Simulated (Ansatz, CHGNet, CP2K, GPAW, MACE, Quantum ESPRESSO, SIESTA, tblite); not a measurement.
## Random packing of 41In2S3-59GeS2 (mol %) (84 atoms) in Quantum ESPRESSO

Wanted: Quantum ESPRESSO inputs and outputs for random packing of 41In2S3-59GeS2 (mol %) (84 atoms), checked against a plane-wave reference.

Calculated with Quantum ESPRESSO 7.5; the method is named at each step.

### 1. The starting structure

The cell holds 84 atoms: 18 In, 53 S and 13 Ge. Cell: a = 12.555 Å, b = 12.555 Å, c = 12.555 Å, α = 90.0°, β = 90.0°, γ = 90.0°. 84 atoms (18 In, 53 S, 13 Ge) packed at random in a cube at 3.95 g/cm³ and pushed apart as soft spheres, cations and anions kept from their own kind; a start for melting by ab initio MD, not an equilibrated structure. Then every atom was moved at random, 0.03 Å r.m.s. a Cartesian component.

The yardstick, on the same geometry:

* method: Kohn-Sham DFT, PBE, PAW, plane waves (Ansatz 0.2.0); cutoff 420 eV, Γ point, fermi-dirac smearing of 0.05 eV; PAW set soft_2
* r.m.s. force component: 0.7412 eV/Å
* longest force: 2.869 eV/Å
* pressure: 2.446 GPa
* SCF cycles: 11
* time: 16 s on 8 threads of Arm Neoverse V2, shared host
* CPU time: 2 min

### 2. PBE, sssp-1.3.0-efficiency, 45/360 Ry

Method: Kohn-Sham DFT, PBE, SSSP efficiency 1.3.0 pseudopotentials, plane waves.

Input file pw.in:

```
&control
  calculation = 'scf'
  pseudo_dir = './pseudo'
  outdir = './tmp'
  disk_io = 'none'
  tprnfor = .true.
  tstress = .true.
/
&system
  ibrav = 0
  nat = 84
  ntyp = 3
  ecutwfc = 45
  ecutrho = 360
  nosym = .true.
  occupations = 'smearing'
  smearing = 'fd'
  degauss = 0.003675
/
&electrons
  conv_thr = 4.2e-07
  electron_maxstep = 100
  mixing_beta = 0.4
  mixing_mode = 'plain'
  diagonalization = 'david'
/
ATOMIC_SPECIES
In 114.818 In.upf
S 32.060 S.upf
Ge 72.630 Ge.upf
CELL_PARAMETERS angstrom
12.55510 0.00000 0.00000
0.00000 12.55510 0.00000
0.00000 0.00000 12.55510
ATOMIC_POSITIONS crystal
In 0.10639 0.59302 0.90724
In 0.00879 0.32433 0.52367
In 0.53000 0.48930 0.85252
In 0.48722 0.94386 0.44878
In 0.65445 0.36022 0.22387
In 0.02508 0.45121 0.21579
In 0.66745 0.15753 0.37780
In 0.21025 0.85691 0.66638
In 0.58647 0.81723 0.18520
In 0.68407 0.61824 0.32369
In 0.37876 0.08951 0.90878
In 0.83719 0.50856 0.57977
In 0.60049 0.59568 0.57722
In 0.08165 0.20269 0.29104
In 0.31889 0.29348 0.26486
In 0.78526 0.72992 0.72268
In 0.87352 0.18629 0.10147
In 0.96363 0.08131 0.48250
S 0.82516 0.34256 0.97210
S 0.17173 0.33569 0.42238
S 0.27991 0.15143 0.75435
S 0.91418 0.53423 0.37057
S 0.96243 0.76369 0.66452
S 0.64102 0.85773 0.68736
S 0.66820 0.74872 0.91176
S 0.90772 0.28255 0.26827
S 0.34190 0.39669 0.71079
S 0.06593 0.28075 0.71684
S 0.10248 0.10531 0.01202
S 0.71033 0.18000 0.56567
S 0.86599 0.04952 0.91864
S 0.35227 0.90828 0.79212
S 0.80645 0.76253 0.37417
S 0.37897 0.63227 0.30499
S 0.36342 0.60143 0.55837
S 0.40009 0.22484 0.04771
S 0.68196 0.16521 0.18732
S 0.74802 0.91238 0.09878
S 0.17934 0.04291 0.30270
S 0.92533 0.98313 0.31331
S 0.99005 0.84792 0.11443
S 0.58557 0.40817 0.62192
S 0.51226 0.07922 0.68908
S 0.64536 0.18726 0.87822
S 0.98260 0.52944 0.04586
S 0.02389 0.51301 0.61241
S 0.37881 0.21365 0.51347
S 0.16066 0.66305 0.16415
S 0.42440 0.88031 0.27527
S 0.45807 0.67298 0.78800
S 0.54543 0.64544 0.11441
S 0.84548 0.58574 0.83174
S 0.31527 0.98344 0.06750
S 0.30149 0.84373 0.49835
S 0.19180 0.39077 0.91079
S 0.76368 0.50665 0.16722
[... 24 atom lines left out ...]
Ge 0.02608 0.67107 0.53148
Ge 0.07591 0.04852 0.74325
Ge 0.90789 0.21035 0.76227
Ge 0.84717 0.79005 0.95449
K_POINTS gamma
```

Run with:

```sh
$ OMP_NUM_THREADS=1 mpirun -np 4 pw.x -in pw.in > output.txt
```

The program printed:

```text
Program PWSCF
     gamma-point specific algorithms are used
     one sub-group per band group will be used
     scalapack distributed-memory algorithm (size of sub-group:  2*  2 procs)
     Parallelization info
     sticks:   dense  smooth     PW     G-vecs:    dense   smooth      PW
     Min        4034    2016    505               385238   136224   17011
     Max        4036    2018    508               385248   136230   17014
     Sum       16141    8069   2025              1540979   544913   68051
     bravais-lattice index     =            0
     lattice parameter (alat)  =      23.7257  a.u.
     unit-cell volume          =   13355.4071 (a.u.)^3
     number of atoms/cell      =           84
     number of atomic types    =            3
     number of electrons       =       734.00
     number of Kohn-Sham states=          440
     kinetic-energy cutoff     =      45.0000  Ry
     charge density cutoff     =     360.0000  Ry
     scf convergence threshold =      4.2E-07
     mixing beta               =       0.4000
     number of iterations used =            8  plain     mixing
     Exchange-correlation=  SLA  PW   PBX  PBC
                           (   1   4   3   4   0   0   0)
     crystal axes: (cart. coord. in units of alat)
               a(1) = (   1.000000   0.000000   0.000000 )
               a(2) = (   0.000000   1.000000   0.000000 )
               a(3) = (   0.000000   0.000000   1.000000 )
     reciprocal axes: (cart. coord. in units 2 pi/alat)
               b(1) = (  1.000000  0.000000  0.000000 )
               b(2) = (  0.000000  1.000000  0.000000 )
               b(3) = (  0.000000  0.000000  1.000000 )
     PseudoPot. # 1 for In:
     Pseudo is Ultrasoft + core correction, Zval = 13.0
     PseudoPot. # 2 for S :
     Pseudo is Ultrasoft + core correction, Zval =  6.0
     PseudoPot. # 3 for Ge:
     Pseudo is Ultrasoft + core correction, Zval = 14.0
     atomic species   valence    mass     pseudopotential
     In               13.00   114.81800     In( 1.00)
     S                 6.00    32.06000     S ( 1.00)
     Ge               14.00    72.63000     Ge( 1.00)
     No symmetry found
   Cartesian axes
     number of k points=     1  Fermi-Dirac smearing, width (Ry)=  0.0037
                       cart. coord. in units 2pi/alat
        k(    1) = (   0.0000000   0.0000000   0.0000000), wk =   2.0000000
     Dense  grid:   770490 G-vectors     FFT dimensions: ( 144, 144, 144)
     Smooth grid:   272457 G-vectors     FFT dimensions: ( 108, 108, 108)
     Initial potential from superposition of free atoms
     starting charge     733.9198, renormalised to     734.0000
     Starting wfcs are  491 randomized atomic wfcs
     Self-consistent Calculation
     iteration #  1     ecut=    45.00 Ry     beta= 0.40
     Threshold (ethr) on eigenvalues was too large:
     Diagonalizing with lowered threshold
     total energy              =   -6657.42400181 Ry
     estimated scf accuracy    <       6.31254711 Ry
     iteration #  2     ecut=    45.00 Ry     beta= 0.40
     total energy              =   -6654.47581409 Ry
     estimated scf accuracy    <      60.37757008 Ry
     iteration #  3     ecut=    45.00 Ry     beta= 0.40
     total energy              =   -6657.97792089 Ry
     estimated scf accuracy    <      24.28622962 Ry
     iteration #  4     ecut=    45.00 Ry     beta= 0.40
     total energy              =   -6659.09475495 Ry
     estimated scf accuracy    <       8.76538152 Ry
     iteration #  5     ecut=    45.00 Ry     beta= 0.40
     total energy              =   -6659.27171915 Ry
     estimated scf accuracy    <       7.12901226 Ry
     iteration #  6     ecut=    45.00 Ry     beta= 0.40
     total energy              =   -6659.53118747 Ry
     estimated scf accuracy    <       2.53538743 Ry
[...]
total energy              =   -6659.66145104 Ry
[...]
iteration # 44     ecut=    45.00 Ry     beta= 0.40
     total energy              =   -6659.66145105 Ry
     estimated scf accuracy    <       0.00000159 Ry
     iteration # 45     ecut=    45.00 Ry     beta= 0.40
     total energy              =   -6659.66145110 Ry
     estimated scf accuracy    <       0.00000063 Ry
     iteration # 46     ecut=    45.00 Ry     beta= 0.40
     End of self-consistent calculation
          k = 0.0000 0.0000 0.0000 ( 34026 PWs)   bands (ev):
   -19.4244 -19.4071 -19.3868 -19.3731 -19.3167 -19.2893 -19.2462 -19.2210
   -19.2202 -19.2165 -19.2071 -19.1909 -19.1751 -19.1744 -19.1595 -19.0917
   -19.0311 -19.0089 -18.9910 -18.9637 -18.9495 -18.9494 -18.9336 -18.9112
   -18.8981 -18.8811 -18.8637 -18.8628 -18.8519 -18.8515 -18.8389 -18.8370
   -18.8327 -18.8313 -18.8300 -18.8228 -18.8225 -18.8160 -18.8147 -18.8127
   -18.8043 -18.8034 -18.8001 -18.7964 -18.7855 -18.7822 -18.7821 -18.7745
[...]
9.2437   9.3722   9.4292   9.5196   9.5218   9.6417   9.7135   9.7632
     9.8385   9.8808   9.8903   9.9749  10.0041  10.0792  10.0856  10.1320
    10.2189  10.2624  10.3053  10.3630  10.4300  10.4718  10.5344  10.5878
     the Fermi energy is     5.9202 ev
!    total energy              =   -6659.66145081 Ry
     estimated scf accuracy    <       0.00000039 Ry
     smearing contrib. (-TS)   =      -0.04152211 Ry
     internal energy E=F+TS    =   -6659.61992870 Ry
     The total energy is F=E-TS. E is the sum of the following terms:
     one-electron contribution =   -3608.21242352 Ry
     hartree contribution      =    2296.73529965 Ry
     xc contribution           =   -2059.28109778 Ry
     ewald contribution        =   -3288.86170706 Ry
     convergence has been achieved in  46 iterations
     Forces acting on atoms (cartesian axes, Ry/au):
     atom    1 type  1   force =     0.02418401   -0.02899627    0.00460869
     atom    2 type  1   force =    -0.03155189   -0.02519522    0.01030240
     atom    3 type  1   force =    -0.01625927   -0.00600161   -0.05838529
     atom    4 type  1   force =    -0.05821355    0.01880785    0.05985740
     atom    5 type  1   force =     0.03160709   -0.00567229   -0.06290737
     atom    6 type  1   force =    -0.00296500    0.01949731    0.04844554
[...]
atom   82 type  3   force =     0.03017443    0.03040936    0.01830725
     atom   83 type  3   force =    -0.03070624   -0.00560337    0.01500756
     atom   84 type  3   force =    -0.00649308    0.02931281    0.05148273
     Total force =     0.461782     Total SCF correction =     0.002522
     Computing stress (Cartesian axis) and pressure
          total   stress  (Ry/bohr**3)                   (kbar)     P=       23.69
   0.00013995   0.00004941   0.00000124           20.59        7.27        0.18
   0.00004941   0.00012029  -0.00003616            7.27       17.69       -5.32
   0.00000124  -0.00003616   0.00022283            0.18       -5.32       32.78
     Message from routine punch:
     Nothing written, as per user request (disk_io='none')
```

Elapsed: 13 min, on 4 MPI ranks of Arm Neoverse V2, shared host; peak memory 5.5 GiB.

Banners, paths, timers and routine set-up lines are dropped from the logs unmarked, and long logs keep their key lines alone; longer cuts are marked.

Against the reference:

```
r.m.s. force component                  : 0.7479 eV/Å
r.m.s. difference of force components   : 14.78 meV/Å
longest difference of force vectors     : 65.22 meV/Å
force difference over r.m.s. force      : 1.994 %
slope of forces against the reference's : 1.009
correlation of force components         : 0.9998
pressure                                : 2.369 GPa
pressure difference                     : -0.077 GPa
```

Length of the force difference by element (eV/Å):

| element | atoms | mean | most |
| --- | --- | --- | --- |
| Ge | 13 | 0.010 | 0.020 |
| In | 18 | 0.031 | 0.065 |
| S | 53 | 0.020 | 0.055 |

A closer look about Ge74, which bears the longest force: 10 atoms, nearest first, numbered in the order of the input, with positions taken from that point.

| atom | x | y | z | distance (Å) | Fx | Fy | Fz (eV/Å) |
| --- | --- | --- | --- | --- | --- | --- | --- |
| Ge74 | 0.00 | 0.00 | 0.00 | 0.00 | 0.13 | 2.85 | 0.01 |
| S24 | -1.08 | -1.92 | 0.01 | 2.20 | -0.26 | -0.51 | -2.46 |
| S64 | 1.35 | -0.72 | -1.60 | 2.22 | -0.41 | -0.69 | 0.12 |
| S30 | -0.21 | 2.13 | -1.52 | 2.63 | -0.10 | -0.02 | 0.52 |
| S43 | -2.70 | 0.87 | 0.03 | 2.84 | 0.21 | 0.55 | -0.54 |
| S31 | 1.74 | 0.49 | 2.91 | 3.43 | 0.14 | 0.63 | 0.22 |
| S44 | -1.03 | 2.22 | 2.40 | 3.43 | 0.31 | -0.06 | 0.25 |
| Ge83 | 2.27 | 2.51 | 0.95 | 3.51 | -0.79 | -0.14 | 0.39 |
| In16 | 0.73 | -3.52 | 0.45 | 3.62 | -1.38 | -0.98 | -0.08 |
| Ge78 | -2.39 | -2.19 | 1.72 | 3.67 | -1.18 | -0.55 | 0.52 |

Forces lie 2.0 % from the reference's, at 27 times its CPU time (on 4 against 8 cores).

### 3. Results

```json
{"force difference from the reference": "QE PBE, sssp-1.3.0-efficiency, 45/360 Ry, 2.0 %", "its CPU time": "54 min"}
```

**Reading.** PBE on plane waves or a grid with other potentials, cutoffs or grids differs from the reference by 2.0 % (QE PBE, sssp-1.3.0-efficiency, 45/360 Ry) of the r.m.s. force; this holds the reference's own error, so differences of a few per cent don't tell which side is nearer the exact PBE result (QE's 45 Ry are 612 eV, against the reference's 420 eV). The reference's pressure of 2.4 GPa belongs to a cell and atoms that aren't relaxed at this level. The electronic-structure runs sample only Γ, in a cell whose shortest periodic width is 13 Å, which is coarse for a cell with partly filled levels.

[Also dropped from logs without a mark: logging warnings of Python, and SIESTA's first energy breakdown and zero terms.]

[Logs are printed without paths, hosts, clocks, repeated set-up lines and the standing remarks that a program may print on its own settings, such as how far it seeks lower states.]

[Hosts, paths, dates, database ids (printed as entryN), source tags and the programs' standing remarks are cut or masked in the printed files.]
